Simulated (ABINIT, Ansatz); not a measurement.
# NbInO4 (P2/c): one start, several treatments of the self-energy

Aim: compare treatments of exchange, screening and correlation for the gap of NbInO4 (P2/c).

Program: ABINIT 10.8.3. Level of theory: LDA and many-body steps on it, plane waves. Results are calculated unless marked as measured.

**Experimental background.**

- Gap 4.7 eV: direct gap from Elliott-Toyozawa fit; diffuse reflectance; 300 K; powder (“Accurate Determination of the Band-Gap Energy of the Rare-Earth Niobate Series”, 2024, arxiv:2401.13477).

This is a report of a sequence of runs, with most program output left out.

## 1. The starting structure

The structure is monoclinic, space group P2/c (No. 13). The conventional cell has a = 4.835 Å, b = 5.771 Å, c = 5.144 Å, α = 90.00°, β = 91.13°, γ = 90.00°. Nb has 6 O at 1.88 to 2.15 Å nearest. Nearest to In lie 6 O at 2.10 to 2.23 Å. Nearest to O lie 1 Nb at 1.88 Å and 2 In at 2.15 to 2.23 Å. Nearest to O lie 2 Nb at 1.98 to 2.15 Å and 1 In at 2.10 Å. Farther neighbours and most contacts between anions are not listed.

Structure file:

```cif
data_structure
_symmetry_space_group_name_H-M 'P 1'
_symmetry_Int_Tables_number 1
_cell_length_a 4.8355
_cell_length_b 5.7709
_cell_length_c 5.1440
_cell_angle_alpha 90.000
_cell_angle_beta 91.130
_cell_angle_gamma 90.000
_cell_volume 143.52
loop_
_atom_site_label
_atom_site_type_symbol
_atom_site_fract_x
_atom_site_fract_y
_atom_site_fract_z
_atom_site_occupancy
Nb1 Nb 0.00000 0.17790 0.25000 1
Nb2 Nb 0.00000 0.82210 0.75000 1
In3 In 0.50000 0.68250 0.25000 1
In4 In 0.50000 0.31750 0.75000 1
O5 O 0.26000 0.61800 0.90100 1
O6 O 0.74000 0.61800 0.59900 1
O7 O 0.74000 0.38200 0.09900 1
O8 O 0.26000 0.38200 0.40100 1
O9 O 0.21700 0.89800 0.43800 1
O10 O 0.78300 0.89800 0.06200 1
O11 O 0.78300 0.10200 0.56200 1
O12 O 0.21700 0.10200 0.93800 1
```

The cell and positions come from the Crystallography Open Database and are kept as given unless a step says otherwise.

## 2. Empty states on the mesh, 2×2×2 mesh, 534 bands

This step: ABINIT 10.8.3; DFT, LDA, plane waves, norm-conserving pseudopotentials.

The sums over transitions need many empty states on a uniform mesh; this step solves for them.

Input file run.abi:

```
acell 3*1.0 Angstrom
rprim 
  4.835500000000 0.000000000000 -0.000000000000
  0.000000000000 5.770900000000 0.000000000000
  -0.101444525800 0.000000000000 5.142999611900
ntypat 3
znucl 41 49 8
natom 12
typat 1 1 2 2 3 3 3 3 3 3 3 3
xred 
  0.000000000000 0.177900000000 0.250000000000
  0.000000000000 0.822100000000 0.750000000000
  0.500000000000 0.682500000000 0.250000000000
  0.500000000000 0.317500000000 0.750000000000
  0.260000000000 0.618000000000 0.901000000000
  0.740000000000 0.618000000000 0.599000000000
  0.740000000000 0.382000000000 0.099000000000
  0.260000000000 0.382000000000 0.401000000000
  0.217000000000 0.898000000000 0.438000000000
  0.783000000000 0.898000000000 0.062000000000
  0.783000000000 0.102000000000 0.562000000000
  0.217000000000 0.102000000000 0.938000000000
pp_dirpath "pseudos"
pseudos "Nb.upf, In.upf, O.upf"
ecut 42
ngkpt 2 2 2
nshiftk 1
shiftk 0 0 0
kptopt 1
chksymbreak 0
iscf -2
irdden 1
istwfk *1
nband 534
nbdbuf 48
tolwfr 1e-09
nstep 60
prtvol 0
indata_prefix "in"
outdata_prefix "out"
tmpdata_prefix "tmp"
```

Run with:

```
> OMP_NUM_THREADS=2 mpirun -n 8 abinit run.abi > log
```

Wall time 6 min (8 MPI ranks of Arm Neoverse V2, shared host); peak memory 1.7 GiB; 78 min of CPU time.

Numbers from this step:

```
gap                                                           : 3.324 eV
k of the valence top                                          : 0.5, 0, 0
k of the conduction bottom                                    : 0, 0.5, 0
least direct gap                                              : 3.370 eV
k points computed                                             : 8
lowest point of the top converged band, above the valence top : 110.6219 eV
```

On this mesh the gap is 3.324 eV.

The density comes from a self-consistent run that is not shown.

## 3. Screening, 2×2×2 mesh, 232 bands, screening to 141.5 eV

The RPA dielectric matrix is built and inverted for each q.

This step: RPA screening on LDA, plane waves, norm-conserving pseudopotentials.

run.abi, as its differences from that of step 2:

```diff
@@ -30,10 +30,11 @@
 chksymbreak 0
-iscf -2
-irdden 1
 istwfk *1
-nband 534
-nbdbuf 48
-tolwfr 1e-09
-nstep 60
-prtvol 0
+occopt 1
+irdwfk 1
+optdriver 3
+nband 232
+ecuteps 5.2
+inclvkb 2
+awtr 1
+symchi 1
 indata_prefix "in"
```

Run with:

```
> OMP_NUM_THREADS=1 mpirun -n 16 abinit run.abi > log
```

Wall time 2.9 min (16 MPI ranks); peak memory 14 GiB.

Numbers from this step:

```
ε∞ with local fields, on this mesh, along the program's q direction : 5.404
the same without local fields                                       : 5.855
plasma frequency                                                    : 33.38 eV
plane waves in the screening matrix                                 : 539
```

Local fields lower ε∞ by 8 %. On a Γ-centred mesh this coarse the value itself is usually too large, while a short band sum pulls it down.

## 4. G0W0, Godby-Needs plasmon pole

The self-energy is evaluated for the states that the input lists, and the levels follow from it, in one-shot runs by the linearised quasiparticle equation.

This step: G0W0 on LDA, plane waves, norm-conserving pseudopotentials.

run.abi, as its differences from that of step 3:

```diff
@@ -33,8 +33,19 @@
 irdwfk 1
-optdriver 3
+optdriver 4
 nband 232
+gwcalctyp 0
+ecutsigx 42
+symsigma 1
+nkptgw 3
+kptgw 
+  0.5000000000 0.0000000000 0.0000000000
+  0.0000000000 0.5000000000 0.0000000000
+  0.0000000000 0.0000000000 0.0000000000
+bdgw 
+  57 61
+  57 60
+  57 60
 ecuteps 5.2
-inclvkb 2
-awtr 1
-symchi 1
+irdscr 1
+ppmodel 1
 indata_prefix "in"
```

The job ended after 25 s (16 MPI ranks; peak memory 6.2 GiB).

This step gave:

```yaml
g0w0_gap_on_the_points_computed: 5.02 eV
starting_gap_on_the_mesh: 3.324 eV
k_of_the_valence_top: 0, 0.5, 0
k_of_the_conduction_bottom: 0, 0.5, 0
z_at_the_valence_top: 0.784
z_at_the_conduction_bottom: 0.824
least_direct_g0w0_gap_on_the_computed_points: 5.02 eV
```

The gap on the mesh goes from 3.32 eV to 5.02 eV, a correction of +1.70 eV.

## 5. G0W0, Engel-Farid plasmon pole

run.abi, as its differences from that of step 4:

```diff
@@ -49,3 +49,3 @@
 irdscr 1
-ppmodel 1
+ppmodel 4
 indata_prefix "in"
```

Run time: 21 s. Hardware: 16 MPI ranks; peak memory 5 GiB; 5.4 min of CPU time.

Numbers from this step:

```
G0W0 gap on the points computed              : 5.040 eV
starting gap on the mesh                     : 3.324 eV
k of the valence top                         : 0, 0.5, 0
k of the conduction bottom                   : 0, 0.5, 0
Z at the valence top                         : 0.8
Z at the conduction bottom                   : 0.836
least direct G0W0 gap on the computed points : 5.040 eV
```

Against G0W0 in ABINIT (2×2×2 mesh, 232 bands, screening to 141.5 eV, Godby-Needs plasmon pole), the gap moves by +0.020 eV.

## 6. G0W0, Hybertsen-Louie plasmon pole

run.abi, as its differences from that of step 5:

```diff
@@ -49,3 +49,3 @@
 irdscr 1
-ppmodel 4
+ppmodel 2
 indata_prefix "in"
```

Wall time 24 s (16 MPI ranks); peak memory 5.9 GiB; 6.3 min of CPU time.

This step gave:

```yaml
g0w0_gap_on_the_points_computed: 5.494 eV
starting_gap_on_the_mesh: 3.324 eV
k_of_the_valence_top: 0, 0.5, 0
k_of_the_conduction_bottom: 0, 0.5, 0
least_direct_g0w0_gap_on_the_computed_points: 5.494 eV
```

Against G0W0 in ABINIT (2×2×2 mesh, 232 bands, screening to 141.5 eV, Godby-Needs plasmon pole), the gap moves by +0.474 eV.

## 7. One-shot Hartree-Fock

This step: one-shot Hartree-Fock on LDA, plane waves, norm-conserving pseudopotentials.

run.abi, as its differences from that of step 6:

```diff
@@ -34,4 +34,4 @@
 optdriver 4
-nband 232
-gwcalctyp 0
+nband 62
+gwcalctyp 5
 ecutsigx 42
@@ -47,5 +47,4 @@
   57 60
-ecuteps 5.2
-irdscr 1
-ppmodel 2
+ixc_sigma 40
+fftgw 31
 indata_prefix "in"
```

It took 4.8 s on 16 MPI ranks; peak memory 2.2 GiB.

This step gave:

* quasiparticle gap on the points computed: 14.05 eV
* starting gap on the mesh: 3.324 eV
* k of the valence top: 0, 0.5, 0
* k of the conduction bottom: 0, 0, 0
* least direct quasiparticle gap on the computed points: 14.28 eV

Against G0W0 in ABINIT (2×2×2 mesh, 232 bands, screening to 141.5 eV, Godby-Needs plasmon pole), the gap moves by +9.035 eV.

## 8. Screening, 2×2×2 mesh, 232 bands, screening to 141.5 eV

This step: RPA screening on LDA, plane waves, norm-conserving pseudopotentials.

run.abi, as its differences from that of step 7:

```diff
@@ -33,18 +33,14 @@
 irdwfk 1
-optdriver 4
-nband 62
-gwcalctyp 5
-ecutsigx 42
-symsigma 1
-nkptgw 3
-kptgw 
-  0.5000000000 0.0000000000 0.0000000000
-  0.0000000000 0.5000000000 0.0000000000
-  0.0000000000 0.0000000000 0.0000000000
-bdgw 
-  57 61
-  57 60
-  57 60
-ixc_sigma 40
-fftgw 31
+optdriver 3
+nband 232
+ecuteps 5.2
+inclvkb 2
+awtr 1
+symchi 1
+gwcalctyp 2
+nfreqre 16
+freqremax 40 eV
+nfreqim 8
+spmeth 1
+nomegasf 120
 indata_prefix "in"
```

It took 3.7 min on 16 MPI ranks; peak memory 21 GiB.

This step gave:

```yaml
eps_infinity_with_local_fields_on_this_mesh_along_the_program_s_q_direction: 5.485
the_same_without_local_fields: 5.949
plasma_frequency: 33.38 eV
plane_waves_in_the_screening_matrix: 539
```

## 9. G0W0, contour deformation

This step: G0W0 on LDA, plane waves, norm-conserving pseudopotentials.

run.abi, as its differences from that of step 8:

```diff
@@ -33,14 +33,19 @@
 irdwfk 1
-optdriver 3
+optdriver 4
 nband 232
+gwcalctyp 2
+ecutsigx 42
+symsigma 1
+nkptgw 3
+kptgw 
+  0.5000000000 0.0000000000 0.0000000000
+  0.0000000000 0.5000000000 0.0000000000
+  0.0000000000 0.0000000000 0.0000000000
+bdgw 
+  57 61
+  57 60
+  57 60
 ecuteps 5.2
-inclvkb 2
-awtr 1
-symchi 1
-gwcalctyp 2
-nfreqre 16
-freqremax 40 eV
-nfreqim 8
-spmeth 1
-nomegasf 120
+irdscr 1
+gwmem 01
 indata_prefix "in"
```

Wall time 27 s (16 MPI ranks); peak memory 5.4 GiB.

Numbers from this step:

| Property | Result |
| --- | --- |
| G0W0 gap on the points computed | 4.968 eV |
| starting gap on the mesh | 3.324 eV |
| k of the valence top | 0.5, 0, 0 |
| k of the conduction bottom | 0, 0.5, 0 |
| least direct G0W0 gap on the computed points | 4.970 eV |

Against G0W0 in ABINIT (2×2×2 mesh, 232 bands, screening to 141.5 eV, Godby-Needs plasmon pole), the gap moves by −0.052 eV.

## 10. Side by side

Times are wall times on 16 MPI ranks of Arm Neoverse V2, shared host, good to a factor of about two. A run's time includes the screening step that it read.

```
                               run   mesh  bands  screening cutoff (eV)  DFT gap (eV)  gap on the mesh (eV)  direct (eV)  ε∞ used     time
    G0W0, Godby-Needs plasmon pole  2×2×2    232                  141.5         3.324                 5.020        5.020     5.40  3.3 min
    G0W0, Engel-Farid plasmon pole  2×2×2    232                  141.5         3.324                 5.040        5.040     5.40  3.2 min
G0W0, Hybertsen-Louie plasmon pole  2×2×2    232                  141.5         3.324                 5.494        5.494     5.40  3.3 min
             one-shot Hartree-Fock  2×2×2      -                      -         3.324                14.055       14.284        -    4.8 s
         G0W0, contour deformation  2×2×2    232                  141.5         3.324                 4.968        4.970     5.49  4.1 min
```

## 11. Results

```
G0W0, Godby-Needs plasmon pole     : 5.020 eV
G0W0, Engel-Farid plasmon pole     : 5.040 eV
G0W0, Hybertsen-Louie plasmon pole : 5.494 eV
one-shot Hartree-Fock              : 14.055 eV
G0W0, contour deformation          : 4.968 eV
known limits                       : not at the basis limit; no spin-orbit coupling; coarse k mesh
```

**Reading.** G0W0, Engel-Farid plasmon pole: +0.020 eV against G0W0, Godby-Needs plasmon pole. G0W0, Hybertsen-Louie plasmon pole: +0.474 eV against G0W0, Godby-Needs plasmon pole. One-shot Hartree-Fock: +9.035 eV against G0W0, Godby-Needs plasmon pole. G0W0, contour deformation: −0.052 eV against G0W0, Godby-Needs plasmon pole. Bare exchange alone opens the gap to 14.05 eV; against G0W0, correlation takes back 9.04 eV. Against experiment, by G0W0, Godby-Needs plasmon pole: the direct gap of 5.02 eV lies +0.32 eV from the measured 4.7 eV (electronic, 300 K, 2024). These are gaps on the mesh, at modest bands and cutoff. The calculation has static nuclei and no excitons; a measured gap holds zero-point and thermal motion, which mostly lowers it. Bands and cutoff are finite, so the gap is not at the basis limit. The miss can reach some tenths of an eV and take either sign; the mesh is an error of its own. In the G0W0 runs levels were corrected at 3 k points alone, so a gap called «on the mesh» is the least over those, and an edge elsewhere would be missed. A denser mesh or path gives a starting gap of 3.25 eV: the GW mesh misses a band edge, so its gaps are not the fundamental one. The 2×2×2 mesh is coarse for this cell, which bears on the long-range parts of exchange and screening. The many-body steps are scalar-relativistic: spin-orbit coupling is not in them.

[Paths, hosts, dates, memory and timing lines, banners, echoed tables and standing remarks are left out of the program output.]

[Logs are printed without paths, hosts, clocks, repeated set-up lines and the standing remarks that a program may print on its own settings, such as how far it seeks lower states.]

[Runs of the session that timed out or met a known fault of the program may be left out.]

[Hosts, paths, dates, database ids (printed as entryN), source tags and the programs' standing remarks are cut or masked in the printed files.]

[G0W0 gaps are taken among the corrected bands and points alone; a level outside them can change the order at an edge.]

[Where Ansatz stands beside ABINIT at settings called matched, ABINIT's density can come from a denser mesh and the files from another edition; pairs whose starting gaps differed by over 0.03 eV were left out, so agreement reads better than it is.]
